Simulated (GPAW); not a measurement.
# Optical response of KMgF3

Aim: the dielectric function of KMgF3, and the optical constants that follow from it.

Calculated with GPAW 26.7.0; DFT, PBE, plane-wave PAW (GPAW data sets), scalar-relativistic, RPA, optical limit.

## 1. Set-up

The structure is cubic, space group Pm-3m (No. 221). Conventional cell: a = 3.986 Å, b = 3.986 Å, c = 3.986 Å, α = 90.00°, β = 90.00°, γ = 90.00°. Nearest to K lie 12 F at 2.82 Å. Nearest to Mg lie 6 F at 1.99 Å. Nearest to F lie 2 Mg at 1.99 Å and 4 K at 2.82 Å. Farther neighbours and most contacts between anions are not listed.

Structure file:

```cif
data_structure
_symmetry_space_group_name_H-M 'P 1'
_symmetry_Int_Tables_number 1
_cell_length_a 3.9859
_cell_length_b 3.9859
_cell_length_c 3.9859
_cell_angle_alpha 90.000
_cell_angle_beta 90.000
_cell_angle_gamma 90.000
_cell_volume 63.33
loop_
_atom_site_label
_atom_site_type_symbol
_atom_site_fract_x
_atom_site_fract_y
_atom_site_fract_z
_atom_site_occupancy
K1 K 0.50000 0.50000 0.50000 1
Mg2 Mg 0.00000 0.00000 0.00000 1
F3 F 0.00000 0.00000 0.50000 1
F4 F 0.00000 0.50000 0.00000 1
F5 F 0.50000 0.00000 0.00000 1
```

## 2. Bands for the response

The response needs many more empty bands than the density does.

This step: DFT, PBE, plane-wave PAW (GPAW data sets), scalar-relativistic, bands at fixed density (GPAW 26.7.0).

nscf.py reads:

```python
from ase.dft.bandgap import bandgap
from gpaw import GPAW, FermiDirac

calc = GPAW('gs.gpw').fixed_density(kpts={'size': (8, 8, 8), 'gamma': True}, nbands=73, convergence={'bands': 67},
                                    occupations=FermiDirac(0.001), txt='nscf.txt')
print('gap (eV)', bandgap(calc, output=None)[0])
print('direct gap (eV)', bandgap(calc, direct=True, output=None)[0])
print('top band over the Fermi level (eV)', min(calc.get_eigenvalues(kpt=k)[66] for k in range(len(calc.get_ibz_k_points()))) - calc.get_fermi_level())
calc.write('full.gpw', mode='all')
```

On the command line:

```sh
> OMP_NUM_THREADS=1 python nscf.py
```

Numbers of over 12 decimals in the logs are rounded to 6 here.

What it wrote:

```text
Diagonalizing LCAO Hamiltonian
Converting LCAO to pw mode
convergence criteria:
- Maximum integral of absolute [eigenst]ate change: 4e-08 eV^2 / valence electron
maximum number of iterations: 150

SCF iterations
|iter     |      energy | eigst |  dens |
|iter:   1||             | +3.62 |       |
|iter:   2||             | +2.45 |       |
|iter:   3||             | +1.37 |       |
|iter:   4||             | +0.50 |       |
|iter:   5||             | -0.03 |       |
|iter:   6||             | -0.50 |       |
|iter:   7||             | -0.92 |       |
|iter:   8||             | -1.35 |       |
|iter:   9||             | -1.72 |       |
|iter:  10||             | -2.17 |       |
|iter:  11||             | -2.54 |       |
|iter:  12||             | -3.01 |       |
|iter:  13||             | -3.41 |       |
|iter:  14||             | -3.84 |       |
|iter:  15||             | -4.24 |       |
|iter:  16||             | -4.73 |       |
|iter:  17||             | -5.14 |       |
|iter:  18||             | -5.55 |       |
|iter:  19||             | -5.89 |       |
|iter:  20||             | -6.25 |       |
|iter:  21||             | -6.60 |       |
|iter:  22||             | -6.93 |       |
|iter:  23||             | -7.18 |       |
|iter:  24||             | -7.40c|       |
SCF steps: 24
  __  _  _
 | _ |_)|_||  |
 |__||  | ||/\| - 26.7.0

Versions:
  Python: 3.12.14
  ASE:    3.29.0
  Numpy:  2.5.5
  Scipy:  1.18.1
  Libxc:  7.0.0

Input parameters:
  mode=PW(ecut=500.0),
  convergence={'bands': 67},
  gpts=array([21, 21, 21]),
  kpts=MonkhorstPack(size=(8, 8, 8), gamma=True),
  maxiter=150,
  nbands=73,
  occupations=Occupations(name='fermi-dirac', width=0.001, fixmagmom=False),
  parallel={},
  xc=XC(name='PBE')

--- standard output ---
gap (eV) 7.316808
direct gap (eV) 7.635153
top band over the Fermi level (eV) 41.924432
```

Run time: 3.1 min. Hardware: 1 thread of Arm Neoverse V1, shared host; peak memory 0.23 GiB.

Numbers from this step:

| Property | Result |
| --- | --- |
| gap on the k-mesh | 7.317 eV |
| direct gap on the mesh | 7.635 eV |

## 3. Dielectric function, RPA

Local fields let the induced charge screen the field inside the cell, which as a rule lowers ε, most along directions where the density is uneven.

This step: DFT, PBE, plane-wave PAW (GPAW data sets), scalar-relativistic, RPA, optical limit (GPAW 26.7.0).

df.py reads:

```python
from gpaw.response.df import DielectricFunction

df = DielectricFunction('full.gpw', frequencies={'type': 'nonlinear', 'domega0': 0.03, 'omega2': 8},
                        ecut=50,
                        eta=0.15,
                        nbands=67,
                        txt='df.txt')
for direction in ['x']:
    df.get_dielectric_function(xc='RPA', direction=direction, filename=f'df_{direction}.csv')
```

On the command line:

```sh
> OMP_NUM_THREADS=1 python df.py
```

What it wrote:

```text
Using integrator: PointIntegrator
NonLinearFrequencyDescriptor(from 0.000 to 119.164 eV, 555 points)
Nonperiodic BCs:  [False False False]
Using integrator: PointIntegrator
NonLinearFrequencyDescriptor(from 0.000 to 119.164 eV, 555 points)
Nonperiodic BCs:  [False False False]

Calculating chi0 body with:
    Ground state adapter containing:
    Number of spins: 1
    Number of kpoints: 512
    Number of irreducible kpoints: 35
    Number of completely occupied states: 20
    Number of partially occupied states: 20

    Linear response parametrization:
    q_c: [0.0, 0.0, 0.0]
    Number of frequency points: 555
    Planewave cutoff: 50.0
    Number of bands: 67
    Number of planewaves: 57
    Broadening (eta): 0.15

Integrating chi0 body.

Symmetries of q_c:
    Direct symmetries (Uq -> q): 48
    Indirect symmetries (TUq -> q): 0
In total 48 allowed symmetries.

35 groups of equivalent kpoints. 93.1640625% reduction.

Integral kind: spectral function

Calculating chi0 optical extensions with:
    Ground state adapter containing:
    Number of spins: 1
    Number of kpoints: 512
    Number of irreducible kpoints: 35
    Number of completely occupied states: 20
    Number of partially occupied states: 20

    Linear response parametrization:
    Number of frequency points: 555
    Planewave cutoff: 50.0
    Number of bands: 67
    Number of planewaves: 57
    Broadening (eta): 0.15
Integrating chi0 head and wings.

Symmetries of q_c:
    Direct symmetries (Uq -> q): 48
    Indirect symmetries (TUq -> q): 0
In total 48 allowed symmetries.

35 groups of equivalent kpoints. 93.1640625% reduction.

Integral kind: spectral function wings
```

Elapsed: 20 s, on 1 thread; peak memory 0.32 GiB.

Read-outs, printed or worked out from the files:

- electronic dielectric constant ε∞, mean over x, y and z (by symmetry where fewer were run): 2.002
- main peak of Im epsilon, first axis: 11.48 eV

Some rows of df_x.csv (energy; Re and Im without local fields; Re and Im with them):

```text
0.000000, 2.128823, 0.000000, 2.001461, 0.000000
0.429336, 2.129780, 0.000670, 2.002330, 0.000608
0.878195, 2.132844, 0.001382, 2.005113, 0.001255
1.347938, 2.138369, 0.002154, 2.010132, 0.001958
1.840057, 2.146815, 0.003009, 2.017814, 0.002738
2.356191, 2.158804, 0.003980, 2.028732, 0.003628
2.898142, 2.175184, 0.005118, 2.043681, 0.004677
3.467895, 2.197160, 0.006501, 2.063790, 0.005958
4.067647, 2.226508, 0.008257, 2.090743, 0.007599
4.699832, 2.266007, 0.010621, 2.127195, 0.009830
5.367152, 2.320372, 0.014079, 2.177698, 0.013130
6.072622, 2.398714, 0.019854, 2.251151, 0.018722
6.819608, 2.523530, 0.032617, 2.369851, 0.031309
7.611886, 2.775060, 0.127609, 2.614273, 0.127394
8.453705, 2.772585, 0.442540, 2.594400, 0.447318
9.349861, 2.783994, 0.504952, 2.577553, 0.506300
10.305790, 3.181936, 0.942506, 2.932026, 0.918228
11.327680, 2.437124, 2.274642, 2.258604, 2.160313
12.422601, 1.701847, 1.184483, 1.432882, 1.156630
13.598673, 1.374682, 0.954047, 1.130615, 0.894977
```

Values under the direct gap are tails of Lorentzian lines. Table of Im ε, E ∥ x by photon energy; read off at these points:

| photon energy (eV) | Im ε, E ∥ x |
| --- | --- |
| 0.000 | 0 |
| 0.250 | 3.5e-4 |
| 0.500 | 7.1e-4 |
| 0.750 | 0.00107 |
| 1.000 | 0.00143 |
| 1.250 | 0.00181 |
| 1.500 | 0.00219 |
| 1.750 | 0.00259 |
| 2.000 | 0.00300 |
| 2.250 | 0.00344 |
| 2.500 | 0.00389 |
| 2.750 | 0.00438 |
| 3.000 | 0.00489 |
| 3.250 | 0.00544 |
| 3.500 | 0.00604 |
| 3.750 | 0.00669 |
| 4.000 | 0.00740 |
| 4.250 | 0.00818 |
| 4.500 | 0.00905 |
| 4.750 | 0.0100 |
| 5.000 | 0.0112 |
| 5.250 | 0.0125 |
| 5.500 | 0.0140 |
| 5.750 | 0.0158 |
| 6.000 | 0.0180 |
| 6.250 | 0.0208 |
| 6.500 | 0.0244 |
| 6.750 | 0.0295 |
| 7.000 | 0.0373 |
| 7.250 | 0.0519 |
| 7.500 | 0.0920 |
| 7.750 | 0.171 |
| 8.000 | 0.343 |
| 8.250 | 0.450 |
| 8.500 | 0.424 |
| 8.750 | 0.456 |
| 9.000 | 0.744 |
| 9.088 | 0.778 |
| 9.250 | 0.603 |
| 9.500 | 0.553 |
| 9.750 | 0.776 |
| 10.000 | 0.872 |
| 10.250 | 0.901 |
| 10.500 | 1.30 |
| 10.750 | 1.56 |
| 11.000 | 1.88 |
| 11.250 | 2.07 |
| 11.500 | 2.25 |
| 11.750 | 2.02 |
| 12.000 | 1.45 |
| 12.250 | 1.19 |
| 12.500 | 1.17 |
| 12.750 | 1.19 |
| 13.000 | 1.25 |
| 13.250 | 1.20 |
| 13.500 | 0.966 |
| 13.750 | 0.725 |

Re ε, E ∥ x against photon energy:

photon energy (eV), Re ε, E ∥ x and a bar from the least value:
```
      0.0       2.00 #############
      0.5       2.00 #############
      1.0       2.01 #############
      1.5       2.01 #############
      2.0       2.02 #############
      2.5       2.03 #############
      3.0       2.05 ##############
      3.5       2.07 ##############
      4.0       2.09 ##############
      4.5       2.11 ###############
      5.0       2.15 ###############
      5.5       2.19 ################
      6.0       2.24 #################
      6.5       2.31 ##################
      7.0       2.41 ###################
      7.5       2.58 ######################
      8.0       2.71 ########################
      8.5       2.59 ######################
      9.0       2.71 ########################
      9.5       2.76 ########################
     10.0       2.82 #########################
     10.5       3.13 ##############################
     11.0       2.74 ########################
     11.5       1.86 ###########
     12.0       1.15 
     12.5       1.45 #####
     13.0       1.37 ###
     13.5       1.14
```

Table of refractive index n and extinction k by photon energy:

| photon energy (eV) | n | k |
| --- | --- | --- |
| 0.0 | 1.41 | 0 |
| 0.5 | 1.42 | 2.5e-4 |
| 1.0 | 1.42 | 5.1e-4 |
| 1.5 | 1.42 | 7.7e-4 |
| 2.0 | 1.42 | 0.00106 |
| 2.5 | 1.43 | 0.00137 |
| 3.0 | 1.43 | 0.00171 |
| 3.5 | 1.44 | 0.00210 |
| 4.0 | 1.44 | 0.00256 |
| 4.5 | 1.45 | 0.00311 |
| 5.0 | 1.47 | 0.00381 |
| 5.5 | 1.48 | 0.00472 |
| 6.0 | 1.50 | 0.00601 |
| 6.5 | 1.52 | 0.00803 |
| 7.0 | 1.55 | 0.0120 |
| 7.5 | 1.61 | 0.0287 |
| 8.0 | 1.65 | 0.104 |
| 8.5 | 1.61 | 0.131 |
| 9.0 | 1.66 | 0.224 |
| 9.5 | 1.67 | 0.166 |
| 10.0 | 1.70 | 0.257 |
| 10.5 | 1.80 | 0.359 |
| 11.0 | 1.74 | 0.541 |
| 11.5 | 1.55 | 0.729 |
| 12.0 | 1.23 | 0.592 |
| 12.5 | 1.29 | 0.455 |
| 13.0 | 1.27 | 0.490 |
| 13.5 | 1.15 | 0.420 |

Values under the direct gap are tails of Lorentzian lines. Table of Im ε, E ∥ x by photon energy; read off at these points:

| photon energy (eV) | without local fields | with local fields |
| --- | --- | --- |
| 0.00 | 0 | 0 |
| 0.50 | 7.8e-4 | 7.1e-4 |
| 1.00 | 0.00158 | 0.00143 |
| 1.50 | 0.00241 | 0.00219 |
| 2.00 | 0.00330 | 0.00300 |
| 2.50 | 0.00427 | 0.00389 |
| 3.00 | 0.00535 | 0.00489 |
| 3.50 | 0.00659 | 0.00604 |
| 4.00 | 0.00804 | 0.00740 |
| 4.50 | 0.00980 | 0.00905 |
| 5.00 | 0.0120 | 0.0112 |
| 5.50 | 0.0149 | 0.0140 |
| 6.00 | 0.0191 | 0.0180 |
| 6.50 | 0.0257 | 0.0244 |
| 7.00 | 0.0387 | 0.0373 |
| 7.50 | 0.0928 | 0.0920 |
| 8.00 | 0.340 | 0.343 |
| 8.50 | 0.420 | 0.424 |
| 9.00 | 0.740 | 0.744 |
| 9.09 | 0.772 | 0.777 |
| 9.50 | 0.556 | 0.553 |
| 10.00 | 0.883 | 0.872 |
| 10.50 | 1.35 | 1.30 |
| 11.00 | 1.99 | 1.88 |
| 11.50 | 2.34 | 2.25 |
| 12.00 | 1.45 | 1.45 |
| 12.50 | 1.20 | 1.17 |
| 12.92 | 1.38 | 1.26 |
| 13.00 | 1.36 | 1.25 |
| 13.50 | 1.03 | 0.966 |

Table of reflectivity at normal incidence, E ∥ x by photon energy; read off at these points:

| photon energy (eV) | reflectivity at normal incidence, E ∥ x (%) |
| --- | --- |
| 0.00 | 2.95 |
| 0.50 | 2.95 |
| 1.00 | 2.97 |
| 1.50 | 2.99 |
| 2.00 | 3.03 |
| 2.50 | 3.08 |
| 3.00 | 3.14 |
| 3.50 | 3.22 |
| 4.00 | 3.31 |
| 4.50 | 3.43 |
| 5.00 | 3.57 |
| 5.50 | 3.74 |
| 6.00 | 3.97 |
| 6.50 | 4.26 |
| 7.00 | 4.69 |
| 7.50 | 5.41 |
| 8.00 | 6.15 |
| 8.50 | 5.76 |
| 8.89 | 6.96 |
| 9.00 | 6.85 |
| 9.50 | 6.64 |
| 10.00 | 7.54 |
| 10.50 | 9.72 |
| 11.00 | 10.8 |
| 11.50 | 11.8 |
| 12.00 | 7.57 |
| 12.50 | 5.32 |
| 13.00 | 5.81 |
| 13.50 | 4.15 |

At chosen wavelengths:

| wavelength (nm) | n | k | R (%) | 1/α |
| --- | --- | --- | --- | --- |
| 1550 | 1.42 | 0.000 | 3.0 | 306 µm |
| 1064 | 1.42 | 0.001 | 3.0 | 143 µm |
| 800 | 1.42 | 0.001 | 3.0 | 80 µm |
| 405 | 1.43 | 0.002 | 3.1 | 18 µm |
| 365 | 1.44 | 0.002 | 3.2 | 14 µm |
| 308 | 1.45 | 0.003 | 3.3 | 9.5 µm |
| 248 | 1.47 | 0.004 | 3.6 | 5.2 µm |

Below the direct gap, k and the depth come from the tails of the Lorentzian lines, not from transitions.

## 4. Outcome

- electronic dielectric constant ε∞, mean over x, y and z (by symmetry where fewer were run) (RPA): 2.00
- main peak of Im epsilon, first axis: 11.5 eV

At this level (PBE, RPA) KMgF3 has ε∞ = 2.00 and n = 1.42 at 1550 nm, and Im ε peaks at 11.5 eV. On the mesh the gap is 7.32 eV and the least direct gap 7.64 eV, so on this mesh the band edges lie at different points. Local fields change the static value along x from 2.13 to 2.00 (-6 %). Distinct maxima of Im ε, read by a parabola through the highest points, lie at 9.08 eV (0.78), 11.48 eV (2.3) and 12.93 eV (1.3). Excitons and phonon-assisted transitions are missing; PBE gaps are as a rule too small, which pulls the onset down and ε∞ up. The sum runs over mesh points, so small or evenly spaced maxima can still be ripples of the mesh. In this version of GPAW the matrix elements of the optical limit are incomplete, which can lower ε − 1 by up to a tenth where first-row anions or d states rule, and shift it by more in d metals.

[Machine, clock and banner lines and Python warnings are left out of the logs.]

[Logs are printed without paths, hosts, clocks, repeated set-up lines and the standing remarks that a program may print on its own settings, such as how far it seeks lower states.]

[Hosts, paths, dates, database ids (printed as entryN), source tags and the programs' standing remarks are cut or masked in the printed files.]
